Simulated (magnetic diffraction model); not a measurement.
## Magnetic neutron pattern of Tb2FeSiSn

Space group C2/m (no. 12), a = 11.0010 Å, b = 4.3570 Å, c = 10.3150 Å, β = 118.32°.

| site | atom | x | y | z |
| --- | --- | --- | --- | --- |
| 4i | Tb | 0.3088 | 1/2 | 0.8941 |
| 4i | Tb | 0.0097 | 0 | 0.6792 |
| 4i | Sn | 0.0048 | 1/2 | 0.8821 |
| 4i | Fe | 0.7339 | 0 | 0.3718 |
| 4i | Si | 0.1429 | 1/2 | 0.5625 |

This is a made-up structure (elements placed in a structure type, unrelaxed), so the numbers test the method and describe no known phase.

Only Tb is taken to order (form factors of Tb3+); orders and moment sizes are assumed, and not adapted to the symmetry. Radiation: neutrons of λ = 2.52 Å, 3° to 60°; isotropic B of 0.51 Å² (Tb), 0.49 Å² (Sn), 0.69 Å² (Fe) and 0.68 Å² (Si). The intensities are simulated: I ∝ L Σ (|F_N|² + |F_M⊥|²) for unpolarised neutrons, with F_M = 2.695 fm/μB × Σ f(s) S exp(2πi Q·r) exp(−B s²) at Q = H ± k (one set where k and −k are equivalent), only the part normal to Q counting and L = 1/(sin²θ cos θ). For collinear order S is the moment m, which repeats by lattice and centring translations R with the sign exp(−2πi k·R). Form factors are spin-only for 3d ions and dipole or tabulated for f ions, scattering lengths are Sears's of 1992, and absorption is left out. A label names one of the reflections at its angle. The strongest nuclear line in the range is 100, and lines under 0.2 are left out.

Assume the order k = (1 0 0), collinear moments along [110], 6.3 μB on Tb; signs + at (0.3088, 1/2, 0.8941), − at (0.6912, 1/2, 0.1059), + at (0.0097, 0, 0.6792), − at (0.9903, 0, 0.3208).

Q: Where does magnetic intensity appear, and how strong is it?

```
2θ (°)     index  nuclear  magnetic
 14.95   (1 0 0)      0.0     124.2
 15.87  (1 0 -1)      0.0     262.5
 15.95   (0 0 1)     11.9       0.0
 26.55  (2 0 -1)     17.1       0.0
 28.28  (1 0 -2)      0.0      73.8
 30.17   (2 0 0)      1.5       0.0
 37.38  (1 1 -1)      8.1       0.0
 37.42   (0 1 1)      0.0       8.2
 40.57  (3 0 -1)      0.0       7.3
 40.75   (2 0 1)      1.3       0.0
 41.96   (1 0 2)      0.0      68.7
 43.34  (2 1 -1)      0.0     160.2
 43.44   (1 1 1)      0.4       0.0
 43.75  (1 0 -3)      0.0      29.1
 44.49  (1 1 -2)     21.3       0.0
 45.79   (2 1 0)      0.0      28.7
 45.95   (3 0 0)      0.0       0.8
 47.26   (0 1 2)      0.0     192.2
 48.92  (3 0 -3)      0.0      11.3
 49.20   (0 0 3)      4.8       0.0
 53.68  (3 1 -1)     47.7       0.0
 53.82   (2 1 1)      0.0      28.0
 54.58  (3 1 -2)     60.6       0.0
 54.67  (4 0 -2)     13.9       0.0
 54.81   (1 1 2)    100.0       0.0
 55.01   (2 0 2)     16.1       0.0
 56.16  (4 0 -1)      9.5       0.0
 56.20  (2 1 -3)      0.0       2.7
 56.28  (1 1 -3)     40.5       0.0
 56.36   (3 0 1)      0.0      43.2
 58.13   (3 1 0)      0.2       0.0
 58.48  (4 0 -3)      1.0       0.0
 58.50  (2 0 -4)     14.9       0.0
 58.88   (1 0 3)      0.0       1.1
```

The strongest magnetic line in the range is (1 0 -1) at 15.87° (262.5). On top of the Lorentz factor, which all lines share, magnetic lines fade with angle because f falls: for Tb3+ it is 0.95, 0.82, 0.66 and 0.36 at sin θ/λ = 0.1, 0.2, 0.3 and 0.5 Å⁻¹, while nuclear lengths stay constant. The order has no net moment.

[Logs are printed without paths, hosts, clocks, repeated set-up lines and the standing remarks that a program may print on its own settings, such as how far it seeks lower states.]
